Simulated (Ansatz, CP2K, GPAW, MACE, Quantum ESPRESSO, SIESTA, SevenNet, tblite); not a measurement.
# (5,5) carbon nanotube bundle (80 atoms) in tblite

Wanted: tblite inputs and outputs for (5,5) carbon nanotube bundle (80 atoms), checked against a plane-wave reference.

Method: the method is named at each step, in tblite 0.8.0.

### 1. The starting structure

The cell holds 80 atoms: 80 C. Cell: a = 10.081 Å, b = 10.081 Å, c = 9.840 Å, α = 90.0°, β = 90.0°, γ = 120.0°. It derives from C (graphene). Graphene sheet (a = 2.46 Å) rolled into a (5,5) tube of diameter 6.78 Å, 4 periods, hexagonal bundle with 3.3 Å between walls; not relaxed, displaced by a Gaussian of 0.02 Å. Then every atom was moved at random, 0.05 Å r.m.s. a Cartesian component. The structure's axis is c.

The yardstick, on the same geometry:

| Item | Value |
| --- | --- |
| method | Kohn-Sham DFT, PBE, PAW, plane waves (Ansatz 0.2.0); cutoff 420 eV, Γ point, fermi-dirac smearing of 0.05 eV; PAW set soft_2 |
| r.m.s. force component | 3.574 eV/Å |
| longest force | 12.31 eV/Å |
| pressure | 9.874 GPa |
| SCF cycles | 9 |
| time | 9.4 s on 4 threads of Arm Neoverse V1, shared host |
| CPU time | 35 s |

### 2. GFN2-xTB

Method: GFN2-xTB tight binding, diagonalisation.

File run.py:

```python
import numpy as np
from ase.io import read
from tblite.ase import TBLite

atoms = read("structure.xyz")
atoms.calc = TBLite(method="GFN2-xTB", electronic_temperature=580, accuracy=1.0, max_iterations=250, mixer_damping=0.1, verbosity=1)
energy = atoms.get_potential_energy()
forces = atoms.get_forces()
print(f"energy {energy:.6f} eV")
print("forces (eV/A)")
for i, (a, f) in enumerate(zip(atoms, forces)):
    print(f"{i:4d} {a.symbol:2s} {f[0]:10.5f} {f[1]:10.5f} {f[2]:10.5f}")
stress = -atoms.get_stress(voigt=False) * 160.21766
print("stress (GPa, compression positive)")
for row in stress:
    print(" ".join(f"{x:10.4f}" for x in row))
print("charges (e)")
print(np.array2string(atoms.get_charges(), precision=4, suppress_small=True, max_line_width=110, threshold=100000))
```

File structure.xyz:

```xyz
80
Lattice="10.08135 0.00000 0.00000 -5.04067 8.73070 0.00000 0.00000 0.00000 9.84000" Properties=species:S:1:pos:R:3 pbc="T T T"
C 3.31692 0.68615 1.22331
C 3.14629 1.34313 9.80999
C 2.29079 2.56752 0.06957
C 1.68757 2.88017 1.19458
C 0.40164 3.39816 1.23020
C -0.39937 3.23795 2.51983
C 8.39454 2.87659 0.03414
C 7.78386 2.53409 1.15836
C 7.01355 1.33274 1.28186
C 6.77769 0.66545 2.50408
C 1.68974 7.96921 9.74662
C 1.89621 7.38216 1.25076
C 2.81245 6.19836 1.32594
C 3.27579 5.68517 2.43127
C 4.65320 5.46935 2.49621
C 5.33173 5.45704 1.19694
C 6.63514 5.80015 1.19999
C -2.77277 6.27598 2.41552
C -1.95512 7.39551 2.46551
C -1.68676 8.11632 1.24732
C 3.30603 0.72020 3.62565
C 3.19589 1.33859 2.42182
C 2.26306 2.52719 2.54807
C 1.64946 2.99769 3.75829
C 0.43748 3.32369 3.72385
C -0.24870 3.39188 4.85594
C 8.30960 2.96119 2.39388
C 7.82580 2.65090 3.74028
C 6.93930 1.40599 3.62988
C 6.69109 0.58758 4.96408
C 1.61247 8.07581 2.47791
C 1.94263 7.32270 3.69866
C 2.79254 6.11987 3.75908
C 3.33874 5.83350 4.99813
C 4.66243 5.37794 4.92581
C 5.34786 5.38789 3.62929
C 6.72895 5.74821 3.67189
C -2.65043 6.25354 5.00866
C -1.90890 7.31144 4.99045
C -1.65404 8.03085 3.75927
C 3.31606 0.64904 6.15915
C 3.04356 1.39586 4.89107
C 2.33061 2.48877 4.87542
C 1.68177 3.02274 6.10493
C 0.41102 3.37389 6.16289
C -0.46349 3.35599 7.45193
C -1.64961 2.90470 4.90298
C 7.76466 2.52143 6.09716
C 6.95215 1.27145 6.18867
C 6.74190 0.75905 7.39683
C 1.73289 8.03364 4.92964
C 1.98754 7.42144 6.11094
C 2.79460 6.31291 6.12510
C 3.38663 5.76715 7.34999
C 4.76888 5.34249 7.34851
C 5.28858 5.30774 6.17401
[... 20 atom lines left out ...]
C -3.29650 5.80836 8.58993
C -2.81365 6.24533 9.80920
C -1.88062 7.32602 9.78706
C -1.66957 8.06734 8.51760
```

On the command line:

```console
OMP_NUM_THREADS=1 python run.py > output.txt
```

The log of the run:

```text
------------------------------------------------------------
  cycle        total energy    energy error   density error
------------------------------------------------------------
      1     -171.3839275642  -1.7521429E+02   1.5613721E-01
      2     -171.3966922335  -1.2764669E-02   1.4033631E-01
      3     -171.3512462723   4.5445961E-02   2.5094582E-02
      4     -171.4025200861  -5.1273814E-02   3.8849051E-03
      5     -171.4034886096  -9.6852351E-04   1.9275608E-03
      6     -171.4035837176  -9.5107992E-05   1.2757315E-03
      7     -171.4035856699  -1.9522998E-06   7.2234532E-04
      8     -171.4035912735  -5.6035701E-06   1.9046405E-04
      9     -171.4035932504  -1.9768697E-06   7.6969706E-05
     10     -171.4035934992  -2.4883806E-07   4.0355567E-05
     11     -171.4035935189  -1.9661201E-08   2.4548923E-05
     12     -171.4035935233  -4.4737192E-09   8.1066026E-06
------------------------------------------------------------
 total:                                   6.115 sec
energy -4664.129349 eV
forces (eV/A)
   0 C     0.77634    4.47954   -2.40713
   1 C    -0.86811    1.48646    0.90809
   2 C     1.49114   -2.84900   -6.38657
   3 C     0.57271    0.91170    6.30058
   4 C    -3.53586   -0.35397    1.59956
   5 C     2.89677    1.85858   -3.48734
   6 C     1.86570    2.28723   -3.36173
   7 C    -1.87743   -2.05690    4.12579
   8 C    -0.87448   -0.55615   -3.38584
   9 C    -0.20594    4.72777   -1.61460
  10 C     0.23631    0.23976    4.97870
  11 C     0.63898   -1.73972   -0.89032
  12 C    -4.42346    3.15775   -7.31048
  13 C     1.05974    0.07288    5.71557
  14 C     0.30129   -1.72821   -3.68096
  15 C    -0.15163   -0.68124    5.41849
  16 C     4.68137    2.70184    0.00229
  17 C    -2.44688   -2.72554    1.42639
  18 C     1.47030    0.87046    0.90745
  19 C    -0.47511   -8.13260   -1.83902
  20 C     0.94766   -1.50414    3.73749
  21 C    -2.94360    4.49555    1.71200
  22 C     0.65978   -0.83930   -3.58905
  23 C    10.63733   -3.98835   -3.42707
[...]
72 C     0.81116   -1.44804   -7.30084
  73 C     1.28161   -1.44536    9.81648
  74 C     0.36997   -0.32748   -9.11476
  75 C     1.05973   -0.65636    2.64312
  76 C    -2.03884   -0.96195   -0.62832
  77 C     1.06782    0.20530    1.16922
  78 C     0.14503    2.28345    2.00102
  79 C    -0.53347   -7.86776    5.18508
stress (GPa, compression positive)
    5.7992    -0.6967     1.4892
   -0.6967     9.1419    -0.3617
    1.4892    -0.3617     0.1235
charges (e)
[ 0.0207 -0.0146  0.0002  0.0122 -0.0108 -0.0173  0.0019  0.0123 -0.0123  0.0259  0.0012 -0.0172 -0.008
  0.01    0.0058  0.015  -0.0016 -0.0044  0.     -0.0003  0.0064 -0.0011 -0.0295  0.0191  0.0276 -0.009
  0.0048  0.0026 -0.0265 -0.0028  0.0072 -0.0193 -0.0086  0.013  -0.0022  0.0101 -0.0238  0.0048  0.0141
 -0.0134 -0.011   0.003   0.0089 -0.0028 -0.0068  0.0204  0.0102 -0.027   0.0077  0.0065  0.0203 -0.0019
  0.0035 -0.0252  0.0237  0.0071 -0.0199  0.0145  0.0152 -0.0063  0.0227 -0.0129 -0.0083 -0.0102 -0.0032
 -0.0099  0.0099  0.0043 -0.0038 -0.0031 -0.0121  0.0175  0.0089  0.0093  0.0027 -0.0192 -0.0092  0.0016
 -0.0274  0.0101]
```

The job ended after 6.7 s (1 thread of Arm Neoverse V1, shared host; peak memory 0.11 GiB).

Banners, paths, timers and routine set-up lines are dropped from the logs unmarked, and long logs keep their key lines alone; longer cuts are marked.

Numbers from this run, and their distance from the reference:

```
r.m.s. force component                  : 3.458 eV/Å
r.m.s. difference of force components   : 221.2 meV/Å
longest difference of force vectors     : 785.3 meV/Å
force difference over r.m.s. force      : 6.189 %
slope of forces against the reference's : 0.9661
correlation of force components         : 0.9986
pressure                                : 5.021 GPa
pressure difference                     : -4.853 GPa
```

Local excerpt of 10 atoms (numbers count through the whole input) about C66, picked at random; x, y, z are measured from there.

```
atom      x      y      z  distance (Å)  bonds  Mulliken charge (e)     Fx     Fy  Fz (eV/Å)
 C66   0.00   0.00   0.00          0.00      3                -0.01  -0.71  -0.89      -1.03
  C5   0.76  -0.05   1.20          1.42      3                -0.01  -3.54  -0.35       1.60
  C7  -1.33  -0.57   0.00          1.45      3                 0.00   1.87   2.29      -3.36
 C65   0.59  -0.02  -1.33          1.46      3                 0.00   5.38  -0.28       7.07
  C4   2.04  -0.57   1.16          2.42      3                 0.01   0.57   0.91       6.30
  C8  -1.94  -0.92   1.12          2.42      3                 0.01  -1.88  -2.06       4.13
 C46  -0.11  -0.09  -2.42          2.43      3                 0.02   5.28   2.04      -6.46
 C64   2.01  -0.53  -1.27          2.44      3                -0.01  -0.96   1.36       1.94
 C68  -1.91  -0.92  -1.27          2.47      3                 0.00  -1.24  -1.04       3.96
  C6  -0.04  -0.21   2.49          2.50      3                -0.02   2.90   1.86      -3.49
```

Atoms are counted from 1 here, from 0 in the log.

Forces lie 6.2 % from the reference's, at 0.19 times its CPU time (on 1 against 4 cores).

### 3. GFN1-xTB

Method: GFN1-xTB tight binding, diagonalisation.

run.py: that of step 2 with these lines changed.

```diff
@@ -5,3 +5,3 @@
 atoms = read("structure.xyz")
-atoms.calc = TBLite(method="GFN2-xTB", electronic_temperature=580, accuracy=1.0, max_iterations=250, mixer_damping=0.1, verbosity=1)
+atoms.calc = TBLite(method="GFN1-xTB", electronic_temperature=580, accuracy=1.0, max_iterations=250, mixer_damping=0.1, verbosity=1)
 energy = atoms.get_potential_energy()
```

structure.xyz is that of step 2.

The log of the run:

```text
------------------------------------------------------------
  cycle        total energy    energy error   density error
------------------------------------------------------------
      1     -169.0300430783  -1.7232564E+02   9.2161315E-01
      2     -169.0366306100  -6.5875317E-03   8.2931057E-01
      3     -169.0154237787   2.1206831E-02   3.7557668E-02
[...]
9     -169.0422147990  -4.4488522E-07   3.9962227E-05
     10     -169.0422148260  -2.7025010E-08   1.7405351E-05
------------------------------------------------------------
 total:                                   1.184 sec
energy -4599.872962 eV
forces (eV/A)
   0 C     0.82660    4.45927   -2.44232
   1 C    -0.80562    1.56246    0.96025
   2 C     1.59359   -2.81414   -6.43695
[...]
78 C     0.24982    2.22914    2.01698
  79 C    -0.42882   -8.01099    5.30330
stress (GPa, compression positive)
    7.9985    -0.7079     1.4877
   -0.7079    11.2919    -0.3702
    1.4877    -0.3702     4.1791
charges (e)
[ 0.0221 -0.0151 -0.0034  0.0151 -0.0136 -0.012   0.0051  0.0106 -0.0107  0.0274 -0.0035 -0.0152 -0.004
  0.0024  0.0097  0.0149 -0.0034 -0.0039  0.004  -0.001   0.0099 -0.0044 -0.0303  0.0168  0.0282 -0.0107
  0.0036  0.0026 -0.0281 -0.0038  0.0043 -0.0165 -0.0065  0.0117 -0.0037  0.0088 -0.026   0.0093  0.0144
 -0.0184 -0.0138  0.0048  0.0095 -0.0039 -0.0058  0.0231  0.0108 -0.0324  0.0124  0.0048  0.0202  0.0007
  0.0047 -0.0253  0.0248  0.0084 -0.0254  0.0129  0.0216 -0.0054  0.0243 -0.0127 -0.0087 -0.0083 -0.0042
 -0.0087  0.0065  0.0041 -0.0027 -0.0042 -0.0147  0.0225  0.005   0.0098  0.0017 -0.017  -0.0085  0.0054
 -0.0295  0.0065]
```

It took 1.8 s on 1 thread; peak memory 0.11 GiB.

Compared with the plane-wave run:

- r.m.s. force component: 3.507 eV/Å
- r.m.s. difference of force components: 207.5 meV/Å
- longest difference of force vectors: 808.2 meV/Å
- force difference over r.m.s. force: 5.806 %
- slope of forces against the reference's: 0.9796
- correlation of force components: 0.9985
- pressure: 7.823 GPa
- pressure difference: -2.051 GPa

Against the first run (6.2 %), the force difference from the reference is 5.8 %, at 0.27 times the CPU time.

### 4. All runs compared

Differences are against the plane-wave reference, forces as r.m.s. over components; share is that over the reference's r.m.s. force, slope the least-squares factor from reference forces to these. Total energies of different programs have different zeros and aren't compared.

```
            run  Δ force, r.m.s. (meV/Å)  share (%)  slope  Δ pressure (GPa)  cores  CPU time  memory (GiB)
      reference                        -          -      -                 -      4      35 s          0.93
tblite GFN2-xTB                      221       6.19  0.966             -4.85      1     6.7 s          0.11
tblite GFN1-xTB                      208       5.81  0.980             -2.05      1     1.8 s          0.11
```

CPU time is summed over cores on a shared host, where runs went side by side, so it is rough. Symmetry, cutoffs, thresholds, outputs and thread counts weren't matched or tuned between programs; memory under MPI is the largest rank's times the ranks.

### 5. What came out

```
nearest in forces : tblite GFN1-xTB, 5.8 %
its CPU time      : 1.8 s
```

Tight binding differs by 5.8 % (tblite GFN1-xTB) to 6.2 % (tblite GFN2-xTB); it is another model, with fitted parameters of its own, and the xTB methods hold dispersion. Of the electronic-structure runs that take under half the reference's CPU time, tblite GFN1-xTB comes nearest, at 5.8 % in 1.8 s against 35 s; its pressure misses by -2.1 GPa. Periodic xTB results under one method name differ between programs and library versions. The reference's stress is far from hydrostatic: its diagonal is 9.8, 14.3, 5.5 GPa, compression counted positive. The reference's pressure of 9.9 GPa belongs to a cell and atoms that aren't relaxed at this level. The electronic-structure runs sample only Γ, in a cell whose shortest periodic width is 9 Å.

[Also dropped from logs without a mark: logging warnings of Python, and SIESTA's first energy breakdown and zero terms.]

[Logs are printed without paths, hosts, clocks, repeated set-up lines and the standing remarks that a program may print on its own settings, such as how far it seeks lower states.]

[Hosts, paths, dates, database ids (printed as entryN), source tags and the programs' standing remarks are cut or masked in the printed files.]
